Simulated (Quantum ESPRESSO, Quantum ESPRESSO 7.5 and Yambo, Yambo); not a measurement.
# Quasiparticle gap of TiO2 (Anatase) in Yambo

Wanted: ground state, empty states, screening and self-energy for TiO2 (Anatase).

Method: PBE and many-body steps on it, plane waves, in Quantum ESPRESSO 7.5 and Yambo 5.3.0.

**What was measured.**

- Gap 3.1 eV: optical gap from UV-vis diffuse reflectance, similar for all samples; UV-vis diffuse reflectance; powder (calcined powders, stoichiometric and Ti-deficient) (“Manipulating spin polarization of titanium dioxide for efficient photocatalysis”, 2020, pmc:6972883).

- Gap 3.28 eV: optical band gap from diffuse reflectance, bare TiO2; UV-Vis diffuse reflectance spectroscopy; powder (undecorated commercial pigmentary anatase powder (Kronos 1077), primary particles about 130 nm) (“Nano-MnO2 Decoration of TiO2 Microparticles to Promote Gaseous Ethanol Visible Photoremoval”, 2018, pmc:6164255).

- Gap 3.87 eV: direct optical gap from Tauc plot; UV-vis absorption, Tauc plot; film (thin TiO2 layer grown by atomic layer deposition) (“Development of 2-in-1 Sensors for the Safety Assessment of Lithium-Ion Batteries via Early Detection of Vapors Produced by Electrolyte Solvents”, 2023, pmc:10251352).

- Gap 3.17 eV: gap from valence band edge and flat band potential; valence-band XPS and Mott-Schottky plots; film (“Enhancement of Titania Photoanode Performance by Sandwiching Copper between Two Titania Layers”, 2020, pmc:7579609).

- Gap 3.98 eV: direct quasiparticle gap around Gamma; experiment quoted from earlier work; bulk crystal (anatase, value from earlier experiment) (quoted in “Giant exciton Mott density in anatase TiO2”, 2020, arxiv:2007.10051).

This is a selection; 13 further reports are not listed.

## (1) Set-up

The structure is tetragonal, space group I4_1/amd (No. 141). The conventional cell has a = 3.784 Å, b = 3.784 Å, c = 9.515 Å, α = 90.00°, β = 90.00°, γ = 90.00°. Nearest to Ti lie 6 O at 1.93 to 1.98 Å. Nearest to O lie 3 Ti at 1.93 to 1.98 Å. Farther neighbours and most contacts between anions are not listed.

The cell and positions come from the Crystallography Open Database and are kept as given unless a step says otherwise.

## (2) Ground state

This step: Quantum ESPRESSO 7.5; DFT, PBE, plane waves, norm-conserving pseudopotentials.

The ground-state density comes first.

File pw.in:

```
&control
  calculation = 'scf'
  prefix = 'x'
  outdir = 'o'
  pseudo_dir = 'pseudo'
/
&system
  ibrav = 0
  nat = 6
  ntyp = 2
  ecutwfc = 76.0
  nbnd = 31
  force_symmorphic = .true.
/
&electrons
  conv_thr = 1e-10
  electron_maxstep = 80
  mixing_beta = 0.5
/
ATOMIC_SPECIES
  Ti 47.867 Ti.upf
  O 15.999 O.upf
CELL_PARAMETERS angstrom
  -1.8921000000 1.8921000000 4.7573000000
  1.8921000000 -1.8921000000 4.7573000000
  1.8921000000 1.8921000000 -4.7573000000
ATOMIC_POSITIONS crystal
  Ti 0.0000000000 0.0000000000 0.0000000000
  Ti 0.7500000000 0.2500000000 0.5000000000
  O 0.2081000000 0.2081000000 0.0000000000
  O 0.9581000000 0.4581000000 0.5000000000
  O 0.5419000000 0.0419000000 0.5000000000
  O 0.7919000000 0.7919000000 0.0000000000
K_POINTS automatic
  8 8 8 0 0 0
```

On the command line:

```bash
$ OMP_NUM_THREADS=1 mpirun -n 8 pw.x -nk 8 -in pw.in > pw.out
```

Output:

```text
Program PWSCF v.7.5 starts

     This program is part of the open-source Quantum ESPRESSO suite
     for quantum simulation of materials; please cite
         "P. Giannozzi et al., J. Phys.:Condens. Matter 21 395502 (2009);
         "P. Giannozzi et al., J. Phys.:Condens. Matter 29 465901 (2017);
         "P. Giannozzi et al., J. Chem. Phys. 152 154105 (2020);
     in publications or presentations arising from this work. More details at
     Message from routine setup:
     using ibrav=0 with symmetry is DISCOURAGED, use correct ibrav instead

     G-vector sticks info

     bravais-lattice index     =            0
     lattice parameter (alat)  =      10.3145  a.u.
     unit-cell volume          =     459.7326 (a.u.)^3
     number of atoms/cell      =            6
     number of atomic types    =            2
     number of electrons       =        48.00
     number of Kohn-Sham states=           31
     kinetic-energy cutoff     =      76.0000  Ry
     charge density cutoff     =     304.0000  Ry
     scf convergence threshold =      1.0E-10
     mixing beta               =       0.5000
     number of iterations used =            8  plain     mixing
     Exchange-correlation= PBE
                           (   1   4   3   4   0   0   0)

     celldm(1)=  10.314510  celldm(2)=   0.000000  celldm(3)=   0.000000
     celldm(4)=   0.000000  celldm(5)=   0.000000  celldm(6)=   0.000000

     crystal axes: (cart. coord. in units of alat)
               a(1) = (  -0.346653   0.346653   0.871587 )
               a(2) = (   0.346653  -0.346653   0.871587 )
               a(3) = (   0.346653   0.346653  -0.871587 )

     reciprocal axes: (cart. coord. in units 2 pi/alat)
               b(1) = (  0.000000  1.442367  0.573666 )
               b(2) = (  1.442367  0.000000  0.573666 )
               b(3) = (  1.442367  1.442367  0.000000 )
     Pseudo is Norm-conserving + core correction, Zval = 12.0
     Generated using ONCVPSP code by D. R. Hamann
     Using radial grid of 1586 points,  6 beta functions with:
     Pseudo is Norm-conserving + core correction, Zval =  6.0
     Generated using ONCVPSP code by D. R. Hamann
     Using radial grid of  936 points,  5 beta functions with:
     Ti               12.00    47.86700     Ti( 1.00)
     O                 6.00    15.99900     O ( 1.00)

      8 Sym. Ops. (no inversion) found

   Cartesian axes

     site n.     atom                  positions (alat units)
         1        Ti     tau(   1) = (   0.0000000   0.0000000   0.0000000  )
         2        Ti     tau(   2) = (   0.0000000   0.3466525   0.4357936  )
         3        O      tau(   3) = (  -0.0000000   0.0000000   0.3627546  )
         4        O      tau(   4) = (   0.0000000   0.3466525   0.7985481  )
         5        O      tau(   5) = (  -0.0000000   0.3466525   0.0730390  )
         6        O      tau(   6) = (   0.0000000  -0.0000000   1.3804197  )

     number of k points=    59
                       cart. coord. in units 2pi/alat
        k(    1) = (   0.0000000   0.0000000   0.0000000), wk =   0.0039062
        k(    2) = (   0.1802958   0.1802958   0.0000000), wk =   0.0156250
        k(    3) = (   0.3605917   0.3605917   0.0000000), wk =   0.0156250
        k(    4) = (   0.5408875   0.5408875   0.0000000), wk =   0.0156250
        k(    5) = (  -0.7211833  -0.7211833   0.0000000), wk =   0.0078125
        k(    6) = (   0.1802958   0.0000000   0.0717083), wk =   0.0312500
        k(    7) = (   0.3605917   0.1802958   0.0717083), wk =   0.0625000
        k(    8) = (   0.5408875   0.3605917   0.0717083), wk =   0.0625000
        k(    9) = (   0.7211833   0.5408875   0.0717083), wk =   0.0625000
        k(   10) = (   0.3605917   0.0000000   0.1434165), wk =   0.0312500
     [... 47 further rows ...]
        k(   58) = (  -1.2620708  -0.1802958   0.0000000), wk =   0.0156250
        k(   59) = (  -1.4423666  -1.4423666  -0.5736661), wk =   0.0039062

     Dense  grid:    41149 G-vectors     FFT dimensions: (  60,  60,  60)

     Initial potential from superposition of free atoms

     starting charge      47.9968, renormalised to      48.0000
     Starting wfcs are   36 randomized atomic wfcs

     per-process dynamical memory:    64.4 Mb

     Self-consistent Calculation

     iteration #  1     ecut=    76.00 Ry     beta= 0.50

     total energy              =    -369.29599336 Ry
     estimated scf accuracy    <       2.82425392 Ry

     iteration #  2     ecut=    76.00 Ry     beta= 0.50

     total energy              =    -368.49005469 Ry
     estimated scf accuracy    <       9.66471229 Ry

     iteration #  3     ecut=    76.00 Ry     beta= 0.50

     total energy              =    -370.44828473 Ry
     estimated scf accuracy    <       0.24364835 Ry

     iteration #  4     ecut=    76.00 Ry     beta= 0.50

     total energy              =    -370.40162058 Ry
     estimated scf accuracy    <       0.16701201 Ry

     iteration #  5     ecut=    76.00 Ry     beta= 0.50

     total energy              =    -370.43194545 Ry
     estimated scf accuracy    <       0.00051886 Ry

     iteration #  6     ecut=    76.00 Ry     beta= 0.50

     total energy              =    -370.43342010 Ry
     estimated scf accuracy    <       0.00635734 Ry

     iteration #  7     ecut=    76.00 Ry     beta= 0.50

     total energy              =    -370.43402565 Ry
     estimated scf accuracy    <       0.00018714 Ry

     iteration #  8     ecut=    76.00 Ry     beta= 0.50

     total energy              =    -370.43414022 Ry
     estimated scf accuracy    <       0.00026169 Ry

     iteration #  9     ecut=    76.00 Ry     beta= 0.50

     total energy              =    -370.43407799 Ry
     estimated scf accuracy    <       0.00023569 Ry

     iteration # 10     ecut=    76.00 Ry     beta= 0.50

     total energy              =    -370.43409136 Ry
     estimated scf accuracy    <       0.00002745 Ry

     iteration # 11     ecut=    76.00 Ry     beta= 0.50

     total energy              =    -370.43409426 Ry
     estimated scf accuracy    <       0.00000311 Ry

     iteration # 12     ecut=    76.00 Ry     beta= 0.50

     total energy              =    -370.43409542 Ry
     estimated scf accuracy    <       0.00000052 Ry

     iteration # 13     ecut=    76.00 Ry     beta= 0.50

     total energy              =    -370.43409544 Ry
     estimated scf accuracy    <       0.00000012 Ry

     iteration # 14     ecut=    76.00 Ry     beta= 0.50

     total energy              =    -370.43409547 Ry
     estimated scf accuracy    <          1.8E-10 Ry

     iteration # 15     ecut=    76.00 Ry     beta= 0.50

     End of self-consistent calculation

          k = 0.0000 0.0000 0.0000 (  5117 PWs)   bands (ev):

   -49.0009 -48.9398 -25.4933 -25.2535 -25.2535 -25.1811 -25.1811 -25.0963
   -10.2630  -9.2466  -9.1005  -8.7619   3.3974   3.5164   3.5164   3.9209
     5.2684   5.2684   5.3151   6.5646   6.5681   6.5681   6.8689   6.8689
     9.4863  10.2323  11.3622  11.3622  11.3917  11.3917  12.4354

          k = 0.1803 0.1803 0.0000 (  5138 PWs)   bands (ev):

   -48.9979 -48.9415 -25.4917 -25.2815 -25.2627 -25.1969 -25.1809 -25.0913
   -10.1143  -9.1564  -9.0373  -8.7186   3.2168   3.3450   3.3645   3.9403
     4.9788   5.3728   5.4554   6.1823   6.2389   6.2509   6.6223   7.0318
    10.0979  10.3135  10.8133  11.1473  11.1551  11.3659  12.9132

          k = 0.3606 0.3606 0.0000 (  5174 PWs)   bands (ev):

   -48.9897 -48.9466 -25.4873 -25.3429 -25.2838 -25.2352 -25.1754 -25.0907
    -9.7245  -8.9519  -8.8739  -8.6181   2.7634   3.0236   3.2584   4.1112
     4.4762   4.7926   4.9612   5.3513   5.5006   6.3811   6.7311   7.0918
    10.3598  10.5071  10.8850  11.1125  11.1422  11.6901  13.2138

          k = 0.5409 0.5409 0.0000 (  5140 PWs)   bands (ev):

     [... further k-points ...]

     highest occupied, lowest unoccupied level (ev):     7.3003    9.4863

!    total energy              =    -370.43409547 Ry
     estimated scf accuracy    <          9.7E-11 Ry

     The total energy is the sum of the following terms:
     one-electron contribution =    -158.75557715 Ry
     hartree contribution      =     100.85441643 Ry
     xc contribution           =     -68.35606541 Ry
     ewald contribution        =    -244.17686934 Ry

     convergence has been achieved in  15 iterations

     XML data file, charge density, pseudopotentials, collected wavefunctions

=------------------------------------------------------------------------------=
   JOB DONE.
=------------------------------------------------------------------------------=
```

Elapsed: 2.2 min, on 8 MPI ranks of Arm Neoverse V1, shared host; peak memory 0.8 GiB.

This step gave:

- total energy: -5040.0126 eV
- gap: 2.186 eV
- k of the valence top: 0, 0, 0.375
- k of the conduction bottom: 0, 0, 0
- least direct gap: 2.492 eV

The gap is indirect, with the least direct gap 0.31 eV higher.

(Part 1 of 3 ends here.)

[Paths, hosts, dates, memory and timing lines, banners, echoed tables and standing remarks are left out of the program output.]

[Logs are printed without paths, hosts, clocks, repeated set-up lines and the standing remarks that a program may print on its own settings, such as how far it seeks lower states.]

[Runs of the session that timed out or met a known fault of the program may be left out.]

[Hosts, paths, dates, database ids (printed as entryN), source tags and the programs' standing remarks are cut or masked in the printed files.]
